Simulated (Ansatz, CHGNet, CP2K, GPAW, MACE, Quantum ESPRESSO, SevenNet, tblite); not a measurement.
# tblite on the unslipped end of a generalised stacking fault on (111) (glide set) of a Ge-Si solid solution (72 atoms): settings against a plane-wave reference

How near does tblite come to plane waves for the unslipped end of a generalised stacking fault on (111) (glide set) of a Ge-Si solid solution (72 atoms)?

Program: tblite 0.8.0. Level of theory: the method is named at each step. Results are calculated unless marked as measured.

**1. The structure**

The cell holds 72 atoms: 51 Ge and 21 Si. Cell: a = 6.849 Å, b = 11.862 Å, c = 19.571 Å, α = 90.0°, β = 90.0°, γ = 90.0°. Diamond-structure Ge lattice (a = 5.5919 Å, the value set for the mixture), cell with z along [111], 1 x 3 x 2 periods; the third cell vector is tilted by 0.000 of 1/2[11-2] and lengthened by 0.2 Å, so the stacking has no slip (glide set); displaced by a Gaussian of 0.01 Å; 21 of 72 Ge sites given to Si at random (lattice constant by Vegard's rule between Ge and Si). Then every atom was moved at random, 0.03 Å r.m.s. a Cartesian component. The structure's axis is c.

The yardstick, on the same geometry:

| Property | Result |
| --- | --- |
| method | Kohn-Sham DFT, PBE, SSSP efficiency 1.3.0 pseudopotentials, plane waves (Quantum ESPRESSO 7.5); sssp-pbe-1.3.0-efficiency, cutoffs 45/360 Ry, Γ point |
| r.m.s. force component | 0.6139 eV/Å |
| longest force | 1.952 eV/Å |
| pressure | 1.714 GPa |
| time | 4.1 min on 4 MPI ranks of Arm Neoverse V1, shared host |
| CPU time | 16 min |

**2. GFN1-xTB**

Method: GFN1-xTB tight binding, diagonalisation.

Input file run.py:

```python
import numpy as np
from ase.io import read
from tblite.ase import TBLite

atoms = read("structure.xyz")
atoms.calc = TBLite(method="GFN1-xTB", electronic_temperature=580, accuracy=1.0, max_iterations=250, mixer_damping=0.1, verbosity=1)
energy = atoms.get_potential_energy()
forces = atoms.get_forces()
print(f"energy {energy:.6f} eV")
print("forces (eV/A)")
for i, (a, f) in enumerate(zip(atoms, forces)):
    print(f"{i:4d} {a.symbol:2s} {f[0]:10.5f} {f[1]:10.5f} {f[2]:10.5f}")
stress = -atoms.get_stress(voigt=False) * 160.21766
print("stress (GPa, compression positive)")
for row in stress:
    print(" ".join(f"{x:10.4f}" for x in row))
print("charges (e)")
print(np.array2string(atoms.get_charges(), precision=4, suppress_small=True, max_line_width=110, threshold=100000))
```

Input file structure.xyz:

```xyz
72
Lattice="6.84865 0.00000 0.00000 0.00000 11.86221 0.00000 0.00000 0.00000 19.57091" Properties=species:S:1:pos:R:3 pbc="T T T"
Ge 3.42686 2.01681 0.43761
Ge 3.41446 2.00922 2.85637
Ge 5.73835 1.93745 3.63373
Si 5.68287 1.94517 5.98459
Si 6.83173 11.85972 0.35071
Ge 0.00493 0.01222 2.75695
Si 2.27978 11.79566 3.61299
Ge 2.27341 0.05670 6.01277
Ge 4.51182 0.04591 6.89659
Si 4.53340 0.00391 9.31399
Si 3.45316 5.94143 0.33956
Si 3.42919 5.93858 2.81547
Ge 5.68280 5.96551 3.66798
Ge 5.64657 5.96717 6.04976
Si 6.79016 3.97633 0.41901
Ge 6.83906 3.98309 2.84541
Ge 2.25711 3.91607 3.64410
Si 2.30354 3.93363 6.06542
Ge 4.64654 3.96933 6.89738
Si 4.53860 3.96210 9.24862
Ge 1.06599 1.95311 6.87800
Ge 1.11886 1.97399 9.28131
Si 3.40823 2.05631 10.10564
Si 3.42857 2.00222 12.48057
Ge 5.71760 1.95430 13.30646
Si 5.71643 1.94623 15.74421
Ge 0.02116 0.05077 10.09585
Ge 6.84577 0.00546 12.50894
Si 2.27909 11.86138 13.35754
Ge 2.32977 0.02728 15.73638
Ge 4.54367 0.06750 16.51981
Si 4.55401 0.01103 18.95560
Ge 3.40563 9.86509 0.41980
Si 3.45097 9.81479 2.84835
Ge 5.74472 9.87956 3.65389
Ge 5.70273 9.85453 6.06600
Ge 0.06493 7.93594 0.41236
Ge 0.01062 7.89335 2.80666
Ge 2.25499 7.86915 3.66544
Ge 2.30258 7.96203 6.04526
Ge 4.52552 7.86014 6.87017
Ge 4.58360 7.86002 9.33161
Ge 1.15907 5.99397 6.87624
Ge 1.09469 5.88401 9.26291
Ge 3.44220 5.92304 10.02833
Ge 3.40412 5.93099 12.45962
Ge 5.71390 5.94261 13.32544
Ge 5.70130 5.93846 15.73188
Si 6.83687 3.95581 10.09859
Si 0.01514 4.01678 12.52284
Ge 2.26683 3.96945 13.31742
Ge 2.21629 3.94478 15.72875
Ge 4.59743 3.92924 16.54720
Ge 4.59442 3.94181 18.92292
Ge 1.16811 1.98194 16.47694
Ge 1.11386 1.96403 19.04289
[... 12 atom lines left out ...]
Si 1.16989 5.95768 16.51687
Si 1.16187 5.92043 18.98652
Ge 1.12626 9.83875 16.57519
Si 1.10332 9.91693 18.96617
```

On the command line:

```bash
$ OMP_NUM_THREADS=1 python run.py > output.txt
```

Log:

```text
------------------------------------------------------------
  cycle        total energy    energy error   density error
------------------------------------------------------------
      1     -115.0488426435  -1.1522012E+02   4.5600412E-01
      2     -123.6189931357  -8.5701505E+00   3.1690518E-01
      3     -124.3942915659  -7.7529843E-01   2.7812056E-01
      4     -118.9934666140   5.4008250E+00   2.6254437E-01
      5     -105.0951176517   1.3898349E+01   2.4156419E-01
      6     -124.3403633021  -1.9245246E+01   6.9802191E-02
      7     -124.6931540777  -3.5279078E-01   2.5540795E-02
      8     -124.7062555636  -1.3101486E-02   2.0838063E-02
      9     -124.7180588116  -1.1803248E-02   1.7907190E-02
     10     -124.7540610328  -3.6002221E-02   1.2134775E-02
     11     -124.7627143079  -8.6532751E-03   7.5009266E-03
     12     -124.7648347612  -2.1204533E-03   3.4939652E-03
     13     -124.7651845422  -3.4978094E-04   2.2070126E-03
     14     -124.7651828449   1.6973274E-06   1.8066355E-03
     15     -124.7652494993  -6.6654474E-05   1.4298888E-03
     16     -124.7653121146  -6.2615323E-05   1.0895785E-03
     17     -124.7653470389  -3.4924203E-05   5.9219807E-04
     18     -124.7653526305  -5.5916610E-06   3.8109360E-04
     19     -124.7653541793  -1.5487430E-06   3.0366243E-04
     20     -124.7653535764   6.0289253E-07   2.0486028E-04
     21     -124.7653532192   3.5719819E-07   1.4027806E-04
     22     -124.7653544880  -1.2688007E-06   7.2252190E-05
     23     -124.7653546220  -1.3402763E-07   5.4818171E-05
     24     -124.7653546130   8.9885361E-09   4.4369387E-05
     25     -124.7653546271  -1.4132084E-08   3.1912035E-05
     26     -124.7653546359  -8.7626688E-09   1.8782365E-05
------------------------------------------------------------
 total:                                   8.229 sec
energy -3395.038227 eV
forces (eV/A)
   0 Ge   -0.17066   -0.39120   -0.54863
   1 Ge    0.40071   -1.03093   -0.32415
   2 Ge   -0.49528    0.43944    0.07298
   3 Si    0.06968    0.26438    0.40332
   4 Si   -0.49216   -0.28618   -0.69163
   5 Ge    0.57704   -0.42392   -0.45497
   6 Si    0.07255    0.10413   -0.21743
   7 Ge    0.14315   -0.27350   -0.57883
   8 Ge    0.15857   -0.36707    0.41000
   9 Si    0.22467    0.75277   -0.01455
  10 Si   -0.33886   -0.00408   -0.09093
  11 Si    0.01144   -0.42175   -0.78772
  12 Ge   -0.43879   -0.17399   -0.08947
  13 Ge    1.15004   -0.41269   -0.27999
  14 Si    0.35151    0.21397   -0.63504
  15 Ge    0.01959   -0.11045   -0.63183
  16 Ge    0.01183    0.95022    0.58786
  17 Si    0.24948    0.07199    0.04201
  18 Ge   -0.84779   -0.69156   -0.27851
  19 Si    0.95060   -0.40356    0.44676
  20 Ge   -0.07489    0.65529    0.02662
  21 Ge    0.67841    0.73683   -0.11921
  22 Si    0.06465   -0.53975    0.04471
  23 Si   -0.09530   -0.33821   -0.07977
[...]
64 Ge   -0.11597    0.17512    0.28469
  65 Ge   -0.12730    0.31220   -0.61033
  66 Ge    0.24991    0.55210    1.21675
  67 Si    0.04559    0.04308    0.44758
  68 Si   -0.80701   -0.42029    1.19860
  69 Si    0.17133   -0.13103    0.23463
  70 Ge    0.31355    0.43333    0.50267
  71 Si    0.38317    0.06152    0.79416
stress (GPa, compression positive)
    2.2484    -0.1044     0.0415
   -0.1044    12.0250     0.0614
    0.0415     0.0614     5.8985
charges (e)
[-0.0443 -0.0089 -0.0359  0.1652  0.1039 -0.0733  0.1247 -0.0387 -0.0905  0.1378  0.0474  0.1383 -0.0559
  0.0215  0.13   -0.0196 -0.0929  0.1666 -0.1493  0.1018 -0.0888 -0.0879  0.0468  0.0983 -0.1808  0.1672
 -0.0248 -0.0335  0.126  -0.0427 -0.0805  0.1394 -0.2732  0.1565 -0.0579  0.0004 -0.1471  0.0445 -0.0978
  0.0089 -0.0133  0.0077 -0.0703 -0.0412 -0.0525  0.0026 -0.0626 -0.0343  0.0919  0.1344 -0.0984 -0.0337
 -0.0253 -0.1085 -0.0181 -0.103  -0.0219 -0.0099 -0.0673 -0.0521 -0.0191  0.0221  0.0111 -0.0052 -0.0098
 -0.0367 -0.0452  0.1464  0.1282  0.0577 -0.026   0.1517]
```

Run time: 8.8 s. Hardware: 1 thread of Arm Neoverse V1, shared host; peak memory 0.16 GiB.

Banners, paths, timers and routine set-up lines are dropped from the logs unmarked, and long logs keep their key lines alone; longer cuts are marked.

Numbers from this run, and their distance from the reference:

```yaml
r_m_s_force_component: 0.4986 eV/Å
r_m_s_difference_of_force_components: 221.2 meV/Å
longest_difference_of_force_vectors: 932.4 meV/Å
force_difference_over_r_m_s_force: 36.03 %
slope_of_forces_against_the_reference_s: 0.7649
correlation_of_force_components: 0.9418
pressure: 6.724 GPa
pressure_difference: 5.01 GPa
```

Length of the force difference by element (eV/Å):

```
element  atoms  mean  most
     Ge     51  0.34  0.93
     Si     21  0.33  0.64
```

Local excerpt of 14 atoms (numbers count through the whole input) about Ge55, which bears the longest force; x, y, z are measured from there.

```
atom      x      y      z  distance (Å)  bonds  Mulliken charge (e)     Fx     Fy  Fz (eV/Å)
Ge55   0.00   0.00   0.00          0.00      4                -0.02  -1.00  -0.43       1.30
Ge52   1.05   1.96  -0.75          2.35      4                -0.03   1.02   0.68      -0.32
Ge30   1.16  -1.95  -0.74          2.39      4                -0.04  -0.49  -0.68      -0.51
Si26  -2.30  -0.04  -0.73          2.41      4                 0.17   0.54   0.48      -0.60
Ge56  -0.05  -0.02   2.57          2.57      4                -0.10   0.18   0.37      -0.19
Si29   1.11  -1.98  -3.12          3.86      4                 0.13  -0.06   0.74      -0.28
Ge31   3.38  -1.91   0.04          3.88      4                -0.08   0.32  -0.61       1.07
Ge51   1.10   1.99  -3.16          3.89      4                -0.10  -0.07  -0.44       0.10
Ge25  -2.30  -0.03  -3.17          3.92      4                -0.18  -0.40   0.83       0.39
Ge53  -3.42   1.95   0.07          3.94      4                -0.03  -0.61  -0.05      -0.15
Ge53   3.43   1.95   0.07          3.94      4                -0.03  -0.61  -0.05      -0.15
Ge31  -3.47  -1.91   0.04          3.97      4                -0.08   0.32  -0.61       1.07
Si69   0.00   3.98   0.04          3.98      4                 0.13  -0.81  -0.42       1.20
Ge71  -0.04  -4.01   0.10          4.01      4                -0.03   0.31   0.43       0.50
```

Atoms are counted from 1 here, from 0 in the log.

Forces lie 36 % from the reference's, at 0.0089 times its CPU time (on 1 against 4 cores).

**3. Results**

| Property | Result |
| --- | --- |
| force difference from the reference | tblite GFN1-xTB, 36 % |
| its CPU time | 8.8 s |

What this shows: Tight binding differs by 36 % (tblite GFN1-xTB); it is another model, with fitted parameters of its own, and the xTB methods hold dispersion. One electronic-structure run takes under half the reference's CPU time: tblite GFN1-xTB, at 36 % in 8.8 s against 16 min; its pressure misses by +5.0 GPa. Periodic xTB results under one method name differ between programs and library versions. The reference's pressure holds the uncorrected Pulay stress of its 45 Ry basis, so small pressure differences, and their order, may be the reference's own error. The reference's stress is far from hydrostatic: its diagonal is -4.0, 8.2, 1.0 GPa, compression counted positive. The host structure and its lattice constant were typed by rule, without a check against the phase diagram. The reference's pressure of 1.7 GPa belongs to a cell and atoms that aren't relaxed at this level. The electronic-structure runs sample only Γ, in a cell whose shortest periodic width is 7 Å.

[Also dropped from logs without a mark: logging warnings of Python, and SIESTA's first energy breakdown and zero terms.]

[Logs are printed without paths, hosts, clocks, repeated set-up lines and the standing remarks that a program may print on its own settings, such as how far it seeks lower states.]

[Hosts, paths, dates, database ids (printed as entryN), source tags and the programs' standing remarks are cut or masked in the printed files.]
